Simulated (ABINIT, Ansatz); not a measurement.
# MgPbSe3 (Pm-3m): zone-centre phonons, part 2 of 5

Which modes does MgPbSe3 (Pm-3m) have at the zone centre?

ABINIT 10.8.3; DFT LDA, scalar-relativistic, plane waves, HGH norm-conserving pseudopotentials.

So far. Step 2 (Relaxing the cell and atoms): The volume changes by -0.8 % from the cell with which this run began. The relaxed cell has a = 5.286 Å (conventional setting).

The structure was built from a prototype and need not be the compound's stable phase.

## 4. Linear response at Γ

At q = 0 one unit cell holds all displacements. The response is solved for single atoms along the cell's directions, and symmetry skips those that follow from others. The crystal is treated as a metal, which screens a static field, so no field response is asked.

Contents of dfpt_gamma.abi:

```

# common to the responses
getwfk_filepath "gso_WFK"
kptopt 2
nqpt 1
qpt 0.0 0.0 0.0
asr 0
chneut 0

# displacements
rfphon 1
rfatpol 1 5
rfdir 1 1 1
tolvrs 1.0d-10
prtwf 0

# basis, mesh and filling
ecut 30.0
ixc 7
ngkpt 6 6 6
nshiftk 1
shiftk 0.0 0.0 0.0
istwfk *1
occopt 3
tsmear 0.01
nband 19
nstep 100
diemac 1000000.0
prtebands 0
prtgsr 0

# cell and atoms
acell 9.988456456 9.988456456 9.988456456
rprim 
    1.0 0.0 0.0
    0.0 1.0 0.0
    0.0 0.0 1.0
ntypat 3
znucl 12 82 34
natom 5
typat 1 2 3 3 3
xred 
    0.0 0.0 0.0
    0.5 0.5 0.5
    0.5 0.5 0.0
    0.5 0.0 0.5
    0.0 0.5 0.5
pp_dirpath "./pseudo"
pseudos "Mg.hgh, Pb.hgh, Se.hgh"
```

On the command line:

```
$ OMP_NUM_THREADS=1 mpirun -n 4 abinit dfpt_gamma.abi > dfpt_gamma.log
```

Numbers of over 12 decimals in the logs are rounded to 6 here.

dfpt_gamma.abo, the main output file:

```text
[banners, grids, parts of the stress and lines that vanish by symmetry left out]
- input  file    -> dfpt_gamma.abi
- output file    -> dfpt_gamma.abo
- root for input  files -> dfpt_gammai
- root for output files -> dfpt_gammao

 Symmetries : space group Pm -3 m (#221); Bravais cP (primitive cubic)
================================================================================
 Values of the parameters that define the memory need of the present run (RF).
     intxc =       0      iscf =       7    lmnmax =       6     lnmax =       6
     mgfft =      50  mpssoang =       3    mqgrid =    3001     natom =       5
  nloc_mem =       1    nspden =       1   nspinor =       1    nsppol =       1
      nsym =      48    n1xccc =       0    ntypat =       3    occopt =       3
   xclevel =       1
-    mband =          19        mffmem =           1         mkmem =          28
-   mkqmem =          28        mk1mem =          28           mpw =        7856
      nfft =      125000          nkpt =         112
- my_mband =          19
================================================================================
================================================================================

--------------------------------------------------------------------------------
------------- Echo of variables that govern the present computation ------------
--------------------------------------------------------------------------------
-
- outvars: echo of selected default values
-   iomode0 =  0 , fftalg0 =312 , wfoptalg0 =  0
-
- outvars: echo of global parameters not present in the input file
-  max_nthreads =    1
-
 -outvars: echo values of preprocessed input variables
 [... echo left out ...]
================================================================================

 chkinp: Checking input parameters for consistency.

[...]
== DATASET  1 ==================================================================
-   mpi_nproc: 4, omp_nthreads: 1 (-1 if OMP is not activated)

--- !DatasetInfo
iteration_state: {dtset: 1, }
dimensions: {natom: 5, nkpt: 112, mband: 19, nsppol: 1, nspinor: 1, nspden: 1, mpw: 7856, }
cutoff_energies: {ecut:  30.0, pawecutdg:  -1.0, }
electrons: {nelect:   2.40000000E+01, charge:   0.00000000E+00, occopt:   3.00000000E+00, tsmear:   1.00000000E-02, }
meta: {optdriver: 1, rfphon: 1, }
...

 mkfilename: getwfk from: gso_WFK

 Exchange-correlation functional for the present dataset will be:
  LDA: Perdew-Wang 92 LSD fit to Ceperley-Alder data - ixc=7
 Citation for XC functional:
  J.P.Perdew and Y.Wang, PRB 45, 13244 (1992)

 Real(R)+Recip(G) space primitive vectors, cartesian coordinates (Bohr,Bohr^-1):
 R(1)=  9.9884565  0.0000000  0.0000000  G(1)=  0.1001156  0.0000000  0.0000000
 R(2)=  0.0000000  9.9884565  0.0000000  G(2)=  0.0000000  0.1001156  0.0000000
 R(3)=  0.0000000  0.0000000  9.9884565  G(3)=  0.0000000  0.0000000  0.1001156
 Unit cell volume ucvol=  9.9654093E+02 bohr^3
 Angles (23,13,12)=  9.00000000E+01  9.00000000E+01  9.00000000E+01 degrees
 setup1 : take into account q-point for computing boxcut.

 getcut: wavevector=  0.0000  0.0000  0.0000  ngfft=  50  50  50
         ecut(hartree)=     30.000   => boxcut(ratio)=   2.03023

--- Pseudopotential description ------------------------------------------------
- pspini: atom type   1  psp file is ./pseudo/Mg.hgh

- pspini: atom type   2  psp file is ./pseudo/Pb.hgh

- pspini: atom type   3  psp file is ./pseudo/Se.hgh

   8.31337933E+02                                ecore*ucvol(ha*bohr**3)
--------------------------------------------------------------------------------

 ==>  initialize data related to q vector <==

 The list of irreducible perturbations for this q vector is:
    1)    idir= 1    ipert=   1
    2)    idir= 1    ipert=   2
    3)    idir= 1    ipert=   3
    4)    idir= 3    ipert=   3

[...]
The perturbation idir=   2  ipert=   1 is
 symmetric of a previously calculated perturbation.
 So, its SCF calculation is not needed.

 The perturbation idir=   3  ipert=   1 is
 symmetric of a previously calculated perturbation.
 So, its SCF calculation is not needed.

 The perturbation idir=   2  ipert=   2 is
 symmetric of a previously calculated perturbation.
 So, its SCF calculation is not needed.

 The perturbation idir=   3  ipert=   2 is
 symmetric of a previously calculated perturbation.
 So, its SCF calculation is not needed.

[...]
The perturbation idir=   2  ipert=   5 is
 symmetric of a previously calculated perturbation.
 So, its SCF calculation is not needed.

 The perturbation idir=   3  ipert=   5 is
 symmetric of a previously calculated perturbation.
 So, its SCF calculation is not needed.

--------------------------------------------------------------------------------
 Perturbation wavevector (in red.coord.)   0.000000  0.000000  0.000000
 Perturbation : displacement of atom   1   along direction   1
 Found     8 symmetries that leave the perturbation invariant.

[...]
dfpt_looppert : total number of electrons, from k and k+q
  fully or partially occupied states are    2.400000E+01 and    2.400000E+01.
 Initialisation of the first-order wave-functions :
  ireadwf=   0

--- !BeginCycle
iteration_state: {dtset: 1, }
solver: {iscf: 7, nstep: 100, nline: 4, wfoptalg: 0, }
tolerances: {tolvrs: 1.00E-10, }
...

     iter   2DEtotal(Ha)        deltaE(Ha) residm    vres2
-ETOT  1   2.537013     -6.920E+00 1.055E+00 2.296E+04
 ETOT  2  -1.637804     -4.175E+00 4.413E-03 8.310E+02
 ETOT  3  -1.783270     -1.455E-01 1.199E-02 1.407E+02
 ETOT  4  -1.808555     -2.528E-02 3.595E-04 1.919E+00
 ETOT  5  -1.809012     -4.573E-04 2.045E-03 2.460E-02
[...]
At SCF step   11       vres2   =  8.69E-11 < tolvrs=  1.00E-10 =>converged.
[...]
Mean square residual over all n,k,spin=   53.620E-09; max=  36.454E-06

 Thirteen components of 2nd-order total energy (hartree) are
 1,2,3: 0th-order hamiltonian combined with 1st-order wavefunctions
     kin0=   1.18636280E+01 eigvalue=  -2.09893435E-01  local=  -7.71450896E+00
 4,5,6: 1st-order hamiltonian combined with 1st and 0th-order wfs
 loc psp =   1.50996001E-01  Hartree=   2.47204953E+00     xc=  -1.34504861E+00
 note that "loc psp" includes a xc core correction that could be resolved
 7,8,9: eventually, occupation + non-local contributions
    edocc=   1.38276362E+00     enl0=   4.81714781E+00   enl1=  -2.26832716E+01
 1-9 gives the relaxation energy (to be shifted if some occ is /=2.0)
   erelax=  -1.12661376E+01
 10,11,12 Non-relaxation  contributions : frozen-wavefunctions and Ewald
 fr.local=  -2.21355234E+01 fr.nonlo=   1.31406665E+01  Ewald=   1.84519770E+01
 13,14 Frozen wf xc core corrections (1) and (2)
 frxc 1  =   0.00000000E+00  frxc 2 =   0.00000000E+00
 Resulting in :
 2DEtotal=   -0.1809017465E+01 Ha. Also 2DEtotal=   -0.492258729610E+02 eV
    (2DErelax=   -1.1266137646E+01 Ha. 2DEnonrelax=    9.4571201811E+00 Ha)
    (  non-var. 2DEtotal :   -1.8090175995E+00 Ha)

[...]
Perturbation wavevector (in red.coord.)   0.000000  0.000000  0.000000
 Perturbation : displacement of atom   2   along direction   1
 Found     8 symmetries that leave the perturbation invariant.

[...]
dfpt_looppert : total number of electrons, from k and k+q
  fully or partially occupied states are    2.400000E+01 and    2.400000E+01.
 Initialisation of the first-order wave-functions :
  ireadwf=   0

--- !BeginCycle
iteration_state: {dtset: 1, }
solver: {iscf: 7, nstep: 100, nline: 4, wfoptalg: 0, }
tolerances: {tolvrs: 1.00E-10, }
...

     iter   2DEtotal(Ha)        deltaE(Ha) residm    vres2
-ETOT  1   74.718734886246     -2.671E+01 3.356E-01 3.142E+05
[...]
At SCF step   12       vres2   =  2.78E-11 < tolvrs=  1.00E-10 =>converged.
[...]
Mean square residual over all n,k,spin=   18.153E-08; max=  12.344E-05

 Thirteen components of 2nd-order total energy (hartree) are
 1,2,3: 0th-order hamiltonian combined with 1st-order wavefunctions
     kin0=   9.51428691E+01 eigvalue=   5.56779747E+00  local=  -4.72708225E+01
 4,5,6: 1st-order hamiltonian combined with 1st and 0th-order wfs
 loc psp =  -5.11071382E+01  Hartree=   2.47351900E+01     xc=  -9.43875322E+00
 note that "loc psp" includes a xc core correction that could be resolved
 7,8,9: eventually, occupation + non-local contributions
    edocc=   9.63004881E+00     enl0=   1.72882118E+01   enl1=  -1.40201945E+02
 1-9 gives the relaxation energy (to be shifted if some occ is /=2.0)
   erelax=  -9.56545417E+01
 10,11,12 Non-relaxation  contributions : frozen-wavefunctions and Ewald
 fr.local=  -5.84857710E+00 fr.nonlo=   7.37305819E+01  Ewald=   3.35490491E+01
 13,14 Frozen wf xc core corrections (1) and (2)
 frxc 1  =   0.00000000E+00  frxc 2 =   0.00000000E+00
 Resulting in :
 2DEtotal=    0.5776512180E+01 Ha. Also 2DEtotal=    0.157186904096E+03 eV
    (2DErelax=   -9.5654541747E+01 Ha. 2DEnonrelax=    1.0143105393E+02 Ha)
    (  non-var. 2DEtotal :    5.7765122822E+00 Ha)

[...]
Perturbation wavevector (in red.coord.)   0.000000  0.000000  0.000000
 Perturbation : displacement of atom   3   along direction   1
 Found     4 symmetries that leave the perturbation invariant.

[...]
dfpt_looppert : total number of electrons, from k and k+q
  fully or partially occupied states are    2.400000E+01 and    2.400000E+01.
 Initialisation of the first-order wave-functions :
  ireadwf=   0

--- !BeginCycle
iteration_state: {dtset: 1, }
solver: {iscf: 7, nstep: 100, nline: 4, wfoptalg: 0, }
tolerances: {tolvrs: 1.00E-10, }
...

     iter   2DEtotal(Ha)        deltaE(Ha) residm    vres2
-ETOT  1   293.40095389237     -3.042E+02 1.324E+00 1.255E+06
[...]
At SCF step   13       vres2   =  1.98E-11 < tolvrs=  1.00E-10 =>converged.
[...]
Mean square residual over all n,k,spin=   46.030E-08; max=  50.080E-05

 Thirteen components of 2nd-order total energy (hartree) are
 1,2,3: 0th-order hamiltonian combined with 1st-order wavefunctions
     kin0=   5.98906676E+02 eigvalue=   1.05369843E+01  local=  -3.52303776E+02
 4,5,6: 1st-order hamiltonian combined with 1st and 0th-order wfs
 loc psp =  -2.87154214E+02  Hartree=   1.53602767E+02     xc=  -5.44591029E+01
 note that "loc psp" includes a xc core correction that could be resolved
 7,8,9: eventually, occupation + non-local contributions
    edocc=   1.78578801E+01     enl0=   2.25503583E+02   enl1=  -9.12135810E+02
 1-9 gives the relaxation energy (to be shifted if some occ is /=2.0)
   erelax=  -5.99645012E+02
 10,11,12 Non-relaxation  contributions : frozen-wavefunctions and Ewald
 fr.local=   1.40671580E+02 fr.nonlo=   4.58179484E+02  Ewald=  -1.26224946E+00
 13,14 Frozen wf xc core corrections (1) and (2)
 frxc 1  =   0.00000000E+00  frxc 2 =   0.00000000E+00
 Resulting in :
 2DEtotal=   -0.2056197401E+01 Ha. Also 2DEtotal=   -0.559519816726E+02 eV
    (2DErelax=   -5.9964501179E+02 Ha. 2DEnonrelax=    5.9758881438E+02 Ha)
    (  non-var. 2DEtotal :   -2.0561976426E+00 Ha)

[...]
Perturbation wavevector (in red.coord.)   0.000000  0.000000  0.000000
 Perturbation : displacement of atom   3   along direction   3
 Found     8 symmetries that leave the perturbation invariant.

--------------------------------------------------------------------------------

--------------------------------------------------------------------------------

 dfpt_looppert : total number of electrons, from k and k+q
  fully or partially occupied states are    2.400000E+01 and    2.400000E+01.
 Initialisation of the first-order wave-functions :
  ireadwf=   0

--- !BeginCycle
iteration_state: {dtset: 1, }
solver: {iscf: 7, nstep: 100, nline: 4, wfoptalg: 0, }
tolerances: {tolvrs: 1.00E-10, }
...

     iter   2DEtotal(Ha)        deltaE(Ha) residm    vres2
-ETOT  1   398.60771766450     -2.077E+02 1.910E+00 1.603E+06
[...]
ETOT 12   10.267753327757      1.342E-11 2.139E-04 2.303E-10
 ETOT 13   10.267753327754     -3.183E-12 1.844E-04 2.427E-11

 At SCF step   13       vres2   =  2.43E-11 < tolvrs=  1.00E-10 =>converged.
[...]
Mean square residual over all n,k,spin=   27.121E-08; max=  18.443E-05

 Thirteen components of 2nd-order total energy (hartree) are
 1,2,3: 0th-order hamiltonian combined with 1st-order wavefunctions
     kin0=   5.86327312E+02 eigvalue=   1.45176958E+01  local=  -3.35325355E+02
 4,5,6: 1st-order hamiltonian combined with 1st and 0th-order wfs
 loc psp =  -3.04005806E+02  Hartree=   1.57973407E+02     xc=  -5.22595934E+01
 note that "loc psp" includes a xc core correction that could be resolved
 7,8,9: eventually, occupation + non-local contributions
    edocc=   2.44344106E+01     enl0=   2.00342478E+02   enl1=  -8.88014902E+02
 1-9 gives the relaxation energy (to be shifted if some occ is /=2.0)
   erelax=  -5.96010354E+02
 10,11,12 Non-relaxation  contributions : frozen-wavefunctions and Ewald
 fr.local=   2.76387293E+01 fr.nonlo=   4.40241230E+02  Ewald=   1.38398148E+02
 13,14 Frozen wf xc core corrections (1) and (2)
 frxc 1  =   0.00000000E+00  frxc 2 =   0.00000000E+00
 Resulting in :
 2DEtotal=    0.1026775333E+02 Ha. Also 2DEtotal=    0.279399801680E+03 eV
    (2DErelax=   -5.9601035397E+02 Ha. 2DEnonrelax=    6.0627810730E+02 Ha)
    (  non-var. 2DEtotal :    1.0267753150E+01 Ha)

[...]
---- first-order wavefunction calculations are completed ----

 ==> Compute Derivative Database <==

 [... matrices left out ...]
  Phonon wavevector (reduced coordinates) :  0.00000  0.00000  0.00000
 Phonon energies in Hartree :
  -7.047709E-04 -7.047709E-04 -7.047709E-04 -4.303072E-04 -4.303072E-04
  -4.303072E-04 -2.213506E-04 -2.213506E-04 -2.213506E-04  4.143753E-06
   4.143753E-06  4.143755E-06  9.505379E-04  9.505379E-04  9.505379E-04
 Phonon frequencies in cm-1    :
- -1.546793E+02 -1.546793E+02 -1.546793E+02 -9.444151E+01 -9.444151E+01
- -9.444151E+01 -4.858084E+01 -4.858084E+01 -4.858084E+01  9.094486E-01
-  9.094487E-01  9.094490E-01  2.086189E+02  2.086189E+02  2.086189E+02

== END DATASET(S) ==============================================================
================================================================================

 -outvars: echo values of variables after computation
            acell      9.9884564560E+00  9.9884564560E+00  9.9884564560E+00 Bohr
           etotal      1.0267753328E+01
            fcart      0.0000000000E+00  0.0000000000E+00  0.0000000000E+00
           strten      0.0000000000E+00  0.0000000000E+00  0.0000000000E+00
================================================================================
```

It took 4.7 min on 4 MPI ranks of Arm Neoverse V1, shared host; 19 min of CPU time.

Numbers from this step:

- largest acoustic frequency at the zone centre before the sum rule: 0.91 cm⁻¹
- highest optical zone-centre mode (no LO-TO term): 208.6 cm⁻¹
- lowest optical zone-centre mode: -154.7 cm⁻¹

The acoustic modes at Γ come out as far as 0.9 cm⁻¹ from zero, where they should vanish, a small numerical error. The lowest optical mode is imaginary, 155i cm⁻¹, an instability at this level and on this k mesh.

[end of part 2 of 5]

[Host names and launcher messages were left out of these logs when they were recorded.]

[Logs are printed without paths, hosts, clocks, repeated set-up lines and the standing remarks that a program may print on its own settings, such as how far it seeks lower states.]

[Hosts, paths, dates, database ids (printed as entryN), source tags and the programs' standing remarks are cut or masked in the printed files.]
